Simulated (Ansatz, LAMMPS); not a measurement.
# Glassy CaAl2Si6O16 (125 atoms), the frame at 46 fs of a trajectory (instantaneous temperature 437 K)

This is the frame at 46 fs of a trajectory (instantaneous temperature 437 K). Method: Kohn-Sham DFT, PBE, PAW (set soft_2), plane waves (Ansatz 0.2.0); cutoff 420 eV, Γ point, fixed occupations; density 2.67 g/cm³.

Extended XYZ; positions in Å, forces in eV/Å:

```xyz
125
Lattice="11.726 0.000 0.000 0.000 11.726 0.000 0.000 0.000 11.726" Properties=species:S:1:pos:R:3:forces:R:3 pbc="T T T"
Al 8.897 1.295 1.582 -0.347 -0.085 -0.112
Al 11.725 10.830 10.983 -0.159 -2.325 -0.111
Al 11.491 3.712 8.978 1.723 -0.736 -0.642
Al 7.394 1.158 8.392 -0.531 -1.439 -0.300
Al 5.631 9.095 6.467 -0.335 -0.780 0.394
Al 4.438 2.745 5.826 1.434 1.265 0.737
Al 5.427 8.845 2.299 0.381 0.290 0.597
Al 1.377 11.533 4.902 1.205 -0.947 -0.446
Al 7.307 6.447 3.130 0.399 -0.619 0.796
Al 3.473 11.378 2.380 0.001 0.599 -0.007
Ca 0.326 0.568 8.411 0.357 0.641 -0.709
Ca 10.168 7.622 1.127 0.217 0.882 -0.221
Ca 8.061 9.040 4.142 -1.056 -0.124 -0.168
Ca 8.439 3.775 10.395 -0.801 0.136 0.037
Ca 11.309 10.852 2.175 0.002 -0.051 0.061
O 4.905 0.595 2.052 -0.897 -0.264 0.043
O 8.359 9.038 11.560 -1.129 0.924 0.908
O 3.551 9.264 10.268 -0.355 -0.787 0.817
O 4.758 4.178 0.634 0.260 -0.530 0.343
O 3.961 8.883 5.784 0.646 0.557 -0.955
O 1.448 11.576 10.311 2.085 0.285 0.603
O 11.012 10.581 9.334 -1.369 -0.096 0.170
O 10.158 3.512 4.835 1.217 -1.479 -1.277
O 6.021 0.457 9.211 0.393 0.011 -0.826
O 4.417 6.709 10.546 1.844 0.143 -0.723
O 2.452 0.637 3.569 -0.600 0.731 0.199
O 11.140 2.096 9.845 -0.384 1.744 0.678
O 4.701 8.547 0.812 -1.447 -0.995 -1.744
O 2.510 1.720 8.377 0.771 0.545 0.353
O 10.425 1.178 6.542 -0.495 0.617 -1.372
O 6.088 7.741 3.450 0.223 -0.422 -0.465
O 0.649 6.603 2.064 0.149 -0.373 0.104
O 6.996 7.982 6.501 0.789 -1.803 -0.682
O 7.099 7.248 9.720 -0.488 0.442 0.130
O 8.652 11.465 4.816 0.555 0.243 -0.441
O 9.035 11.200 1.352 0.237 0.564 0.611
O 7.278 1.711 1.881 -0.149 -0.134 0.906
O 0.604 2.254 4.063 1.005 0.149 -0.180
O 9.933 10.535 6.965 0.286 -0.443 -0.721
O 7.787 5.944 4.837 -0.643 -0.115 -0.904
O 7.660 5.428 7.510 -0.303 0.086 0.114
O 2.102 8.851 8.165 -1.282 -1.316 -0.624
O 8.738 7.326 2.612 -0.740 0.090 -0.237
O 0.340 8.019 6.390 -1.796 0.664 -1.609
O 7.121 0.720 6.747 0.609 0.739 1.235
O 2.313 7.420 0.095 -1.988 -0.714 0.906
O 2.059 4.838 0.313 -0.755 -0.492 0.181
O 11.285 4.409 2.826 0.213 -0.023 -0.605
O 11.408 11.409 4.689 -0.974 -0.214 -0.819
O 9.528 7.164 10.482 -0.157 0.209 -0.181
O 2.233 6.256 7.430 -1.034 1.570 0.298
O 4.141 9.919 3.143 0.656 -0.702 -0.019
O 4.959 5.960 8.142 0.089 0.008 0.142
O 10.168 9.029 4.580 0.480 0.732 0.147
O 6.329 0.986 4.314 -0.789 1.118 -1.247
O 8.700 9.168 8.850 0.522 1.548 -0.040
O 4.996 8.966 8.165 0.794 -0.208 -1.076
O 2.298 2.088 11.406 0.304 -0.406 0.398
O 1.679 0.398 6.510 0.717 -0.829 -0.381
O 2.362 11.240 0.994 0.701 0.825 0.772
O 1.924 9.942 4.302 -0.529 0.555 0.538
O 11.422 9.542 0.426 -0.095 0.144 0.257
O 0.191 6.972 8.928 -0.339 0.656 -0.327
O 9.496 7.111 6.574 0.895 0.751 -1.495
O 1.519 4.068 9.228 0.088 -0.783 -0.196
O 9.305 2.235 0.060 -0.200 -0.210 0.551
O 6.304 4.890 10.322 -0.094 -1.280 0.269
O 3.462 10.982 8.143 -0.086 0.189 0.540
O 7.394 2.913 8.638 -0.425 0.617 1.097
O 0.014 3.096 0.564 2.029 1.140 0.330
O 4.144 5.380 2.924 0.479 -0.497 -0.614
O 10.222 1.784 2.664 -0.248 0.166 -0.170
O 4.181 0.310 10.923 -1.046 0.051 0.705
O 8.816 0.260 8.996 -0.338 0.319 -0.269
O 6.800 5.006 2.137 -0.180 1.308 0.505
O 6.382 10.331 5.382 -0.101 -0.379 0.212
O 3.486 3.922 7.268 -0.102 -0.328 0.088
O 8.673 3.138 6.690 -1.205 0.722 0.315
O 6.813 9.942 2.061 0.564 -0.568 0.452
O 2.398 3.050 2.105 -1.158 -0.903 0.839
O 11.374 0.483 0.275 -1.244 1.868 0.412
O 1.709 5.295 4.239 -0.225 0.714 -1.164
O 5.299 3.043 3.136 0.685 -1.002 -0.827
O 11.083 6.568 4.472 0.567 -0.276 -0.710
O 4.109 3.496 9.817 -1.697 -0.307 -1.539
O 6.821 11.301 11.550 -0.171 0.111 0.150
O 4.301 1.144 6.466 0.392 0.246 -0.477
O 10.332 4.933 9.511 -0.019 -1.032 0.637
O 6.042 3.514 6.381 -2.261 -0.486 -1.028
O 2.982 7.564 3.634 0.199 1.352 0.697
O 11.385 3.459 7.262 -1.028 -0.448 0.000
O 3.993 5.893 5.515 0.303 -0.731 1.532
O 3.155 2.969 4.673 -0.059 -0.148 0.213
O 6.171 2.239 11.041 -1.048 0.701 0.455
O 11.578 6.326 11.473 1.231 -0.633 0.700
Si 10.881 1.987 11.516 1.151 -1.863 -1.882
Si 3.710 7.980 11.333 3.207 1.757 -0.741
Si 7.291 3.854 7.280 1.529 -1.398 -1.189
Si 2.865 3.302 8.712 -0.551 -0.115 1.307
Si 0.285 5.720 3.454 0.966 0.864 1.180
Si 5.979 1.492 2.824 0.074 2.330 -0.897
Si 7.911 6.555 6.293 0.264 2.719 0.523
Si 1.119 7.604 7.663 3.504 -2.000 3.204
Si 10.171 2.861 6.327 1.258 -0.573 0.237
Si 3.672 5.590 7.126 0.796 1.622 -0.488
Si 5.797 6.293 9.603 -3.663 0.537 -0.104
Si 5.746 0.576 10.759 2.035 0.307 0.224
Si 10.092 11.484 5.624 -0.242 0.841 1.399
Si 8.331 8.245 10.108 -0.094 0.159 0.111
Si 5.296 4.427 2.207 -0.455 -0.610 0.245
Si 3.555 9.458 8.632 0.062 -0.980 1.107
Si 7.755 10.334 0.835 -1.244 0.688 -2.537
Si 2.638 0.432 11.386 -1.723 -0.597 -1.420
Si 5.243 3.636 10.904 1.586 0.078 0.892
Si 3.298 9.087 4.333 -0.932 -1.634 0.049
Si 1.701 3.265 0.625 -0.321 -0.218 0.540
Si 10.985 2.957 3.491 -2.064 0.412 1.455
Si 10.663 7.831 5.475 -0.691 -2.811 1.291
Si 7.075 0.075 5.344 0.450 -2.002 1.164
Si 3.131 0.531 7.323 -1.231 1.871 -0.089
Si 3.225 6.019 4.088 -0.369 -0.097 0.003
Si 9.525 10.634 8.530 0.338 -1.717 1.628
Si 2.163 2.343 3.590 1.532 -0.095 -0.242
Si 1.304 6.247 0.579 -0.004 0.919 -0.321
Si 10.863 6.368 10.033 1.038 1.100 -2.167
```

The quench rate of 10 K/ps is many orders above laboratory rates, so the cell is likely richer in defects and strain than a real sample. The network of bonds at the start is that of the classical potential that made the cell. Only the Γ point is sampled, in a cell whose shortest periodic width is 12 Å.

The r.m.s. force component is 0.954 eV/Å; the longest force, 5.15 eV/Å, acts on Si103. The energy lies 21.9 meV/atom below that of the first step of this run.

[Logs are printed without paths, hosts, clocks, repeated set-up lines and the standing remarks that a program may print on its own settings, such as how far it seeks lower states.]

[Hosts, paths, dates, database ids (printed as entryN), source tags and the programs' standing remarks are cut or masked in the printed files.]
